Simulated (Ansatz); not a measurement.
## MgZrO3 (built on the sites of a database entry of BaZrO3): the cell at rest

Task: relax MgZrO3 (built on the sites of a database entry of BaZrO3) tightly.

Main program and level: Ansatz 0.2.0; DFT PBEsol, scalar-relativistic, plane waves, norm-conserving pseudopotentials.

Report form: the programs' logs are mostly left out.

The structure was built from a prototype and need not be the compound's stable phase.

### 1. The structure

It takes space group Pm-3m (No. 221, cubic). Conventional cell: a = 3.588 Å, b = 3.588 Å, c = 3.588 Å, α = 90.00°, β = 90.00°, γ = 90.00°. Nearest to Mg lie 12 O at 2.54 Å. Zr has 6 O at 1.79 Å nearest. O has 2 Zr at 1.79 Å and 4 Mg at 2.54 Å nearest. Farther neighbours and most contacts between anions are not listed.

### 2. A coarse first look

First a cheap look: the gap decides the mesh and the occupations, the pressure tells how far the cell has to move.

Contents of input.yaml:

```yaml
crystal:
  lattice:
    - [3.58829, 0.0, 0.0]
    - [0.0, 3.58829, 0.0]
    - [0.0, 0.0, 3.58829]
  atoms:
    - { symbol: Mg, position: [0.0, 0.0, 0.0] }
    - { symbol: Zr, position: [0.5, 0.5, 0.5] }
    - { symbol: O, position: [0.0, 0.5, 0.5] }
    - { symbol: O, position: [0.5, 0.0, 0.5] }
    - { symbol: O, position: [0.5, 0.5, 0.0] }
kpoints:
  mp_grid: { grid: [6, 6, 6] }
hamiltonian:
  xc: pbesol
  pseudopotentials: { kind: nc }
scf:
  occupations: { method: gaussian, width: 0.1 }
output:
  forces: true
  stress: true
  eigenvalues: true
```

Started as:

```sh
$ ansatz run input.yaml --threads 4 --pin off --max-ram 7168MiB --backend cpu --events-out ev --progress --plain --runs-dir out
```

Elapsed: 1.1 s, on 4 threads of Arm Neoverse V2, shared host; peak memory 0.41 GiB.

A gap read on the k-mesh alone can miss the band edges.

Numbers from this step:

| Property | Result |
| --- | --- |
| pressure | 138.1 GPa |
| volume per atom | 9.240 Å³ |
| gap on the k-mesh | 0.7335 eV |
| direct gap on mesh | 0.7562 eV |

The coarse mesh shows a gap of 0.73 eV and a pressure of 138.1 GPa.

### 3. Rough relaxation

The start is far from rest, so a relaxation with loose tolerances brings it close first.

Edit input.yaml of step 2 so:

```diff
@@ -22 +22,6 @@
   eigenvalues: true
+relax:
+  adjacent_minimum: "off"
+  f_tol: 0.05
+  max_steps: 80
+  cell: { stress_tol: 0.5 }
```

The job ended after 12 s (4 threads; peak memory 0.52 GiB; 47 s of CPU time).

Relaxation path:

```csv
step,energy less that of the first step (eV),largest force component (eV/Å),pressure (GPa),volume (Å³)
1,0.0000,0.0000,138.10,46.20
2,-4.3087,0.0000,63.86,53.29
3,-6.1996,0.0000,16.87,61.23
4,-6.4058,0.0000,2.81,64.68
5,-6.4124,0.0000,-0.10,65.49
6*,-6.6230,0.0000,5.35,65.49
7,-6.6532,0.0000,1.16,67.02
8,-6.6547,0.0000,0.05,67.45
9*,-6.6554,0.0000,0.06,67.45
```

Relaxation steps marked * repeat the geometry before them on a plane-wave basis chosen anew for their cell, so energy and pressure can jump there.

Forces are held to the 48 operations that the run works with; a distortion that breaks them can't arise in this run.

| cell as run | before | after | change |
| --- | --- | --- | --- |
| a (Å) | 3.588 | 4.071 | +13.4 % |
| b (Å) | 3.588 | 4.071 | +13.4 % |
| c (Å) | 3.588 | 4.071 | +13.4 % |
| volume (Å³/atom) | 9.24 | 13.49 | +46.0 % |

The relaxed structure:

```cif
data_structure
_symmetry_space_group_name_H-M 'P 1'
_symmetry_Int_Tables_number 1
_cell_length_a 4.0707
_cell_length_b 4.0707
_cell_length_c 4.0707
_cell_angle_alpha 90.000
_cell_angle_beta 90.000
_cell_angle_gamma 90.000
_cell_volume 67.45
loop_
_atom_site_label
_atom_site_type_symbol
_atom_site_fract_x
_atom_site_fract_y
_atom_site_fract_z
_atom_site_occupancy
Mg1 Mg 0.00000 0.00000 0.00000 1
Zr2 Zr 0.50000 0.50000 0.50000 1
O3 O 0.00000 0.50000 0.50000 1
O4 O 0.50000 0.00000 0.50000 1
O5 O 0.50000 0.50000 0.00000 1
```

Numbers from this step:

```
pressure           : 0.06232 GPa
volume per atom    : 13.49 Å³
gap on the k-mesh  : 0.7826 eV
direct gap on mesh : 1.082 eV
```

In this step the volume went from 9.24 to 13.49 Å³/atom.

### 4. Relaxation

The cell and atoms are relaxed, since residual forces and stress would shift the frequencies.

Contents of input.yaml:

```yaml
crystal:
  lattice:
    - [4.0707152588, 0.0, 0.0]
    - [0.0, 4.0707152588, 0.0]
    - [0.0, 0.0, 4.0707152588]
  atoms:
    - { symbol: Mg, position: [0.0, 0.0, 0.0] }
    - { symbol: Zr, position: [0.5, 0.5, 0.5] }
    - { symbol: O, position: [0.0, 0.5, 0.5] }
    - { symbol: O, position: [0.5, 0.0, 0.5] }
    - { symbol: O, position: [0.5, 0.5, 0.0] }
kpoints:
  mp_grid: { grid: [6, 6, 6] }
hamiltonian:
  xc: pbesol
  pseudopotentials: { kind: nc }
scf:
  occupations: { method: gaussian, width: 0.02 }
output:
  forces: true
  stress: true
  eigenvalues: true
  write_density: true
  write_potential: true
  elf: true
  volumetric_format: npy
relax:
  adjacent_minimum: "off"
  f_tol: 0.005
  max_steps: 80
  cell: { stress_tol: 0.05 }
```

The job ended after 5.3 s (4 threads; peak memory 0.53 GiB).

Little changed from the start: no atom moved by 0.005 Å and no cell edge by 0.1 %.

This step gave:

| Quantity | Value |
| --- | --- |
| pressure | -0.01277 GPa |
| gap on the k-mesh | 0.7813 eV |
| volume per atom | 13.50 Å³ |
| direct gap on mesh | 1.081 eV |

Electrostatic potential energy in the ac plane at fractional y = 0.500, with atoms of Zr and O within 0.2 Å of it. With pseudopotentials it is smooth inside the atoms' cores, unlike the true potential.

Ten even steps from '0' (-123 eV) to '9' (13 eV), each cell a mean:
```
99999854799999
99999987899999
99999999999999
99999988899999
89998754679999
67998510268987
35897300048974
46997400158985
89998743579998
99999877889999
99999999999999
99999998999999
99999965799999
99999843689999
```
Columns run along a (4.1 Å; values clipped at the 3rd and 97th percentile), rows up along c (4.1 Å). Atoms in or near the plane, at fractional coordinates: Zr at (0.50, 0.50), O at (0.00, 0.50), O at (0.50, 0.00).

Valence density in the ac plane at fractional y = 0.500, with atoms of Zr and O within 0.2 Å of it. It is the smooth field of the valence electrons, not physical close to the nuclei.

Values in e/Å³, 14 rows by 14 columns, each cell a mean:
```
0.0 0.0 0.1 0.2 0.6 1.9 5.0 5.7 3.9 1.4 0.3 0.1 0.1 0.0
0.1 0.1 0.1 0.1 0.4 1.0 2.4 3.0 1.8 0.8 0.3 0.1 0.1 0.1
0.1 0.1 0.1 0.1 0.2 0.4 0.8 0.9 0.7 0.4 0.2 0.1 0.1 0.1
0.4 0.3 0.2 0.2 0.2 0.4 0.8 1.0 0.7 0.4 0.2 0.2 0.3 0.3
1.8 1.3 0.6 0.3 0.5 1.3 2.7 3.1 2.2 1.1 0.4 0.4 0.8 1.4
4.8 3.3 1.2 0.6 1.1 2.8 3.7 3.4 3.7 2.2 0.7 0.7 1.8 3.9
4.9 5.3 1.7 0.8 1.6 3.7 2.2 0.8 3.4 3.1 1.0 0.9 3.0 5.7
5.5 4.4 1.5 0.7 1.3 3.3 3.2 2.2 3.7 2.7 0.8 0.8 2.4 5.0
2.3 1.6 0.7 0.4 0.7 1.7 3.3 3.7 2.8 1.3 0.4 0.4 1.0 1.9
0.7 0.6 0.3 0.2 0.3 0.7 1.3 1.6 1.1 0.5 0.2 0.2 0.4 0.6
0.2 0.2 0.1 0.1 0.2 0.4 0.7 0.8 0.6 0.3 0.2 0.1 0.1 0.2
0.1 0.1 0.1 0.1 0.3 0.7 1.5 1.7 1.2 0.6 0.2 0.1 0.1 0.1
0.0 0.0 0.1 0.2 0.6 1.6 4.4 5.3 3.3 1.3 0.3 0.1 0.1 0.0
0.0 0.0 0.1 0.2 0.7 2.3 5.5 4.9 4.8 1.8 0.4 0.1 0.1 0.0
```
Columns run along a (4.1 Å), rows up along c (4.1 Å). Atoms in or near the plane, at fractional coordinates: Zr at (0.50, 0.50), O at (0.00, 0.50), O at (0.50, 0.00).

ELF in the ac plane at fractional y = 0.500, with atoms of Zr and O within 0.2 Å of it. It is the smooth field of the valence electrons, not physical close to the nuclei.

Values, 14 rows by 14 columns, each cell a mean:
```
0.04 0.04 0.13 0.37 0.72 0.82 0.69 0.54 0.78 0.81 0.60 0.29 0.07 0.04
0.08 0.07 0.08 0.22 0.58 0.77 0.84 0.84 0.83 0.74 0.44 0.17 0.06 0.07
0.35 0.26 0.12 0.09 0.21 0.35 0.46 0.48 0.42 0.32 0.14 0.08 0.17 0.29
0.65 0.58 0.31 0.11 0.08 0.17 0.32 0.36 0.27 0.14 0.07 0.14 0.44 0.60
0.81 0.80 0.61 0.23 0.24 0.60 0.81 0.83 0.77 0.51 0.14 0.32 0.74 0.81
0.68 0.81 0.73 0.30 0.45 0.81 0.70 0.56 0.80 0.77 0.27 0.42 0.83 0.78
0.17 0.68 0.77 0.34 0.57 0.85 0.27 0.00 0.56 0.83 0.36 0.48 0.84 0.54
0.46 0.76 0.76 0.33 0.52 0.84 0.50 0.27 0.70 0.81 0.32 0.46 0.84 0.69
0.82 0.82 0.65 0.25 0.30 0.69 0.84 0.85 0.81 0.60 0.17 0.35 0.77 0.82
0.74 0.70 0.45 0.15 0.11 0.30 0.52 0.57 0.45 0.24 0.08 0.21 0.58 0.72
0.43 0.34 0.15 0.08 0.15 0.25 0.33 0.34 0.30 0.23 0.11 0.09 0.22 0.37
0.16 0.11 0.08 0.15 0.45 0.65 0.76 0.77 0.73 0.61 0.31 0.12 0.08 0.13
0.04 0.04 0.11 0.34 0.70 0.82 0.76 0.68 0.81 0.80 0.58 0.26 0.07 0.04
0.03 0.04 0.16 0.43 0.74 0.82 0.46 0.17 0.68 0.81 0.65 0.35 0.08 0.04
```
Columns run along a (4.1 Å), rows up along c (4.1 Å). Atoms in or near the plane, at fractional coordinates: Zr at (0.50, 0.50), O at (0.00, 0.50), O at (0.50, 0.00).

In this step the volume went from 13.49 to 13.50 Å³/atom.

### 5. Tight relaxation

Phonons need a cell at rest on their own settings, so the relaxation is repeated with tight tolerances on forces and stress, using the mesh and the filling of the phonon run that follows.

Contents of input.yaml:

```yaml
crystal:
  lattice:
    - [4.0713234467, 0.0, 0.0]
    - [0.0, 4.0713234467, 0.0]
    - [0.0, 0.0, 4.0713234467]
  atoms:
    - { symbol: Mg, position: [0.0, 0.0, 0.0] }
    - { symbol: Zr, position: [0.5, 0.5, 0.5] }
    - { symbol: O, position: [0.0, 0.5, 0.5] }
    - { symbol: O, position: [0.5, 0.0, 0.5] }
    - { symbol: O, position: [0.5, 0.5, 0.0] }
kpoints:
  mp_grid: { grid: [8, 8, 8] }
hamiltonian:
  xc: pbesol
  pseudopotentials: { kind: nc }
scf:
  occupations: { method: fixed }
output:
  forces: true
  stress: true
  eigenvalues: true
relax:
  adjacent_minimum: "off"
  f_tol: 0.001
  max_steps: 60
  cell: { stress_tol: 0.01 }
```

It took 8.6 s on 4 threads; peak memory 0.58 GiB.

Little changed from the start: no atom moved by 0.005 Å and no cell edge by 0.1 %.

Numbers from this step:

```
pressure           : 0.002750 GPa
gap on the k-mesh  : 0.7822 eV
direct gap on mesh : 1.082 eV
```

The forces vanish by symmetry and the pressure is 0.003 GPa, within the tolerances set. The cell now holds 13.50 Å³/atom.

### 6. Summary of results

```yaml
space_group_after_relaxation_within_0p01_a: Pm-3m
lattice_constant_a: 4.071 Å
lattice_constant_b: 4.071 Å
lattice_constant_c: 4.071 Å
volume_per_atom: 13.5 Å³
gap_on_the_k_mesh: 0.782 eV
```

What this shows: The forces vanish by symmetry and the pressure is 0.003 GPa, within the tolerances set. The cell now holds 13.50 Å³/atom. The relaxation keeps the symmetry of its start, so it says nothing on stability against lower symmetry. The starting cell was built on a prototype and not taken from a measurement, so the phase need not exist.

[Logs are printed without paths, hosts, clocks, repeated set-up lines and the standing remarks that a program may print on its own settings, such as how far it seeks lower states.]

[Hosts, paths, dates, database ids (printed as entryN), source tags and the programs' standing remarks are cut or masked in the printed files.]
